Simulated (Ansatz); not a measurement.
# AgB: relaxing a made-up structure, part 2 of 2

Starting from a made-up structure for AgB, the aim is the relaxed cell, its shortest contacts and, where a second run follows, its electronic structure.

Ansatz 0.2.0; DFT, PBE, plane-wave PAW, files of the set soft_1, scalar-relativistic, no spin, cell and ions relaxed at zero pressure; PAW set soft_1 (the session's first sound run).

So far: The starting structure; Relaxation of the guess. The relaxed cell has a = 3.008, c = 19.121 Å (conventional setting).

### Step 3. Electronic structure of the relaxed cell

A second self-consistent run takes a narrower smearing and the mesh shown in its input; the bands follow along the standard path of the relaxed lattice.

This step: DFT, PBE, plane-wave PAW, files of the set soft_1, scalar-relativistic, no spin, bands and density of states at the relaxed cell; PAW set soft_1 (Ansatz 0.2.0).

input.yaml reads:

```yaml
crystal:
  lattice:
    - [1.5039033211, 0.8682789874, 6.3735641088]
    - [-1.5039033211, 0.8682789874, 6.3735641088]
    - [0.0, -1.7365579744, 6.3735641089]
  atoms:
    - { symbol: Ag, position: [0.1054690769, 0.1054690769, 0.1054690769] }
    - { symbol: Ag, position: [0.8945309231, 0.8945309231, 0.8945309231] }
    - { symbol: B, position: [0.6666272017, 0.6666272017, 0.6666272017] }
    - { symbol: B, position: [0.3333727983, 0.3333727983, 0.3333727983] }
kpoints:
  mp_grid: { grid: [12, 12, 12] }
  band_path:
    path:
      - [[0.0, 0.0, 0.0], [0.5, 0.0, 0.0], [0.5, 0.17903931, -0.17903931]]
      - [[0.82096069, 0.5, 0.17903931], [0.5, 0.5, 0.5], [0.0, 0.0, 0.0], [0.33951966, 0.0, -0.33951966]]
      - [[0.66048034, 0.33951966, 0.0], [0.5, 0.5, 0.0], [0.66048034, 0.66048034, 0.17903931], [0.5, 0.5, 0.5]]
      - [[0.5, 0.0, 0.0], [0.82096069, 0.33951966, 0.33951966]]
    npoints: 8
scf:
  occupations: { method: fermi_dirac, width: 0.03 }
  n_extra_bands: 8
hamiltonian:
  xc: pbe
  pseudopotentials: { kind: paw, azcp: { folder: soft_1 } }
output:
  forces: true
  stress: true
  write_bands: true
  dos: { projected: true }
  write_density: true
  write_potential: true
  elf: true
  volumetric_format: npy
```

On the command line:

```
> ansatz run input.yaml --threads 4 --pin off --max-ram 10240MiB --backend cpu --events-out ev --progress --plain --runs-dir out
```

Numbers of over 12 decimals in the logs are rounded to 6 here.

Output:

```text
[...]
Crystal: 4 atoms, lattice volume = 49.936 Å³
Basis set: ecut = 420 eV, 939 PW (Γ), FFT grids on a1−a2, a2, −a2+a3, exchange–correlation on 48×90×48 points (8 copies of the dense FFT grid, shifted against one another)
Bands: 30, of which v1, the nominal top of the filled ones, is band 22 counted from 1 (21 counted from 0)
Symmetry: 12 space group operations
[...]
k-points: 189 of 1728
[...]
SCF iter   1: F=—  HF=-15495.814202 eV  |F-HF|=—  |Δ(HF+E_count)|=         —  Δρ=1.29e-1  dr2=2.05e1  ethr=3.10e-3  ⟨swp⟩=4.9  Hψ=20972  notcnv=0
[...]
SCF iter   9: F=-15491.552794 eV  HF=-15491.552794 eV  |F-HF|=5.12e-8  |Δ(HF+E_count)|=   2.39e-7  Δρ=8.87e-6  dr2=8.23e-8  ethr=2.27e-10  ⟨swp⟩=12.3  Hψ=36443  notcnv=0
SCF 1 converged in 9 iterations: F = -15491.552794 eV  dr2 = 8.23e-8
[...]
NSCF: frozen V_eff on 76 k-points
SCF converged after 9 iterations
Free energy (F): -15491.552794 eV
[...]
Internal energy: -15491.546566 eV  (E = F + TS)
E sigma→0 (E₀):  -15491.549680 eV
Entropy (-TS):   -0.006228 eV (-1.557 meV/atom)
Fermi energy:    14.162163 eV
[...]
--- Forces (eV/Å), atoms counted from 1 ---
  atom   1  Ag     0.00000000    -0.00000000    -0.00083930
  atom   2  Ag    -0.00000000     0.00000000     0.00083930
  atom   3  B      0.00000000    -0.00000000    -0.00020671
  atom   4  B     -0.00000000     0.00000000     0.00020671
  max |Σ_I F_I| component: 4.63e-18 eV/Å
--- Stress (GPa, compression-positive) ---
       -0.018949      -0.000000      -0.000000
       -0.000000      -0.018949      -0.000000
       -0.000000      -0.000000      -0.060750
  P = ⅓ Tr σ = -0.0329 GPa (-0.329 kbar)
--- Band table (eV; the first three rows and the last of 189) ---
  k-point 0: bands = [... 18 lower, 10.3744, 10.7655, 10.7655, 15.3878, 15.3878, 20.2126, 21.4793, 22.4353, ... 4 higher]
  k-point 1: bands = [... 18 lower, 10.4596, 10.7583, 11.0334, 14.9429, 15.1728, 20.1777, 21.6757, 22.4310, ... 4 higher]
  k-point 2: bands = [... 18 lower, 10.6714, 10.7334, 11.5496, 13.9056, 14.6896, 20.1732, 21.9134, 22.4051, ... 4 higher]
  k-point 188: bands = [... 18 lower, 10.8399, 10.8399, 11.9195, 15.3817, 15.3817, 16.5393, 22.3322, 22.3322, ... 4 higher]
```

Wall time 4.7 s (4 threads of Intel Xeon Platinum 8375C at 2.90GHz (Ice Lake), shared host); peak memory 0.66 GiB; 17 s of CPU time.

This step gave:

- free energy: -15491.5528 eV
- energy at zero smearing: -15491.5497 eV
- smearing term TS: 0.006228 eV
- pressure: -0.03288 GPa

From bands.tsv, the bands that come nearest the Fermi level along the path, at its corners, in eV from the Fermi level:

```
point  band 19  band 20  band 21  band 22  band 23  band 24  band 25  band 26
    Γ    -3.79    -3.40    -3.40     1.23     1.23     6.05     7.32     8.27
    L    -3.08    -3.00    -0.68    -0.48     1.75     2.25     3.64     6.88
   B1    -3.01    -2.85    -2.53     1.03     2.17     4.02     4.98     5.76
    B    -3.01    -2.85    -2.53     1.03     2.17     4.02     4.98     5.76
    Z    -3.32    -3.32    -2.24     1.22     1.22     2.38     8.17     8.17
    Γ    -3.79    -3.40    -3.40     1.23     1.23     6.05     7.32     8.27
    X    -3.12    -2.68    -2.63     1.28     1.94     4.09     4.66     6.06
    Q    -3.12    -2.68    -2.63     1.28     1.94     4.09     4.66     6.06
    F    -2.95    -2.91    -1.40    -0.99     1.67     2.80     5.04     6.57
   P1    -3.00    -2.60    -1.34    -0.91     1.90     2.78     4.64     5.99
    Z    -3.32    -3.32    -2.24     1.22     1.22     2.38     8.17     8.17
    L    -3.08    -3.00    -0.68    -0.48     1.75     2.25     3.64     6.88
    P    -3.00    -2.60    -1.34    -0.91     1.90     2.78     4.64     5.99
```

Counts of states for the cell as run, both spins, by energy window (eV from the Fermi level):

```
from  to  total
  -8  -7   0.43
  -7  -6   1.11
  -6  -5   5.38
  -5  -4   7.28
  -4  -3   6.48
  -3  -2   2.28
  -2  -1   1.61
  -1   0   1.55
   0   1   0.97
   1   2   0.53
   2   3   0.89
   3   4   0.88
   4   5   0.94
   5   6   0.99
```

A further 17.8 states lie below the table's range.

Electrostatic potential energy in the ac plane of the cell as run, not the conventional one, at fractional y = 0.105, with atoms of Ag within 0.2 Å of it. With pseudopotentials it is smooth inside the atoms' cores, unlike the true potential.

Ten even steps from '0' (-15 eV) to '9' (17 eV), each cell a mean:
```
973010279730148999
998400058961003799
999862137985100279
999997546898500027
899999887899851003
489888999999996100
268986789999999731
358986468999999985
777898535899888898
988899742589975578
899999975368984125
379999998657996100
016999999877898400
421699999998899820
274169998889999972
227316998657999997
721411798533589999
```
Columns run along a (6.6 Å; values clipped at the 3rd and 97th percentile), rows up along c (6.6 Å). Atoms in or near the plane, at fractional coordinates: Ag at (0.11, 0.11).

Valence density in the ac plane of the cell as run, not the conventional one, at fractional y = 0.105, with atoms of Ag within 0.2 Å of it. It is the smooth field of the valence electrons, not physical close to the nuclei.

Ten steps, logarithmic in the rise over the least value, from '0' (0 e/Å³) to '9' (20 e/Å³), each cell a mean:
```
015787410145531000
001467531025664200
000124542013577520
000011232101367752
101111111100136764
311121100000003565
421122210000000245
321012321000000013
121001233100111101
011000123210023321
100000012321113553
420000001222112566
862000000122111368
986300000011110158
899730001111110015
689962001222100002
258985201244210000
```
Columns run along a (6.6 Å), rows up along c (6.6 Å). Atoms in or near the plane, at fractional coordinates: Ag at (0.11, 0.11).

ELF in the ac plane of the cell as run, not the conventional one, at fractional y = 0.105, with atoms of Ag within 0.2 Å of it. It is the smooth field of the valence electrons, not physical close to the nuclei.

Ten even steps from '0' (0.09) to '9' (0.82), each cell a mean:
```
003565311134420000
000245421123543100
011013431112455310
022211222111245531
113542111111124543
212577420000112444
311378863100011134
321158997310011112
111026899731011111
111012689973112211
111001368996212432
311100125898511454
542110012467631246
764211100135641135
697421111112332013
469742111221122101
136764111233101000
```
Columns run along a (6.6 Å), rows up along c (6.6 Å). Atoms in or near the plane, at fractional coordinates: Ag at (0.11, 0.11).

### Step 4. Outcome

```
space group, relaxed : R-3m
conventional cell    : a = 3.008, b = 3.008, c = 19.121 Å; α = 90.0°, β = 90.0°, γ = 120.0°
volume per atom      : 12.48 Å³ (guess 11.79)
```

In words: AgB relaxes to R-3m with a = 3.008, b = 3.008 and c = 19.121 Å. The guessed volume was 6 % too small. The space group R-3m was held in the relaxation, so the end point is a stationary structure within it and may be a saddle against distortions or other arrangements. Bands cross the Fermi level, so it is a metal or semimetal at this level. On the 12×12×12 mesh with the narrower smearing (relaxed on 12×12×12) the largest force component is 0.001 eV/Å and the largest stress component is 0.061 GPa, against the relaxation's thresholds of 0.015 eV/Å and 0.05 GPa. The cutoff wasn't tested. A vector of the cell changed its length by 17 %, more than the volume shows. No dispersion term is used, so weakly bound directions may come out too long. The runs have no spin, and magnetism wasn't tested. Nothing here tests whether the compound is stable against decomposition.

[Logs are printed without paths, hosts, clocks, repeated set-up lines and the standing remarks that a program may print on its own settings, such as how far it seeks lower states.]

[Hosts, paths, dates, database ids (printed as entryN), source tags and the programs' standing remarks are cut or masked in the printed files.]
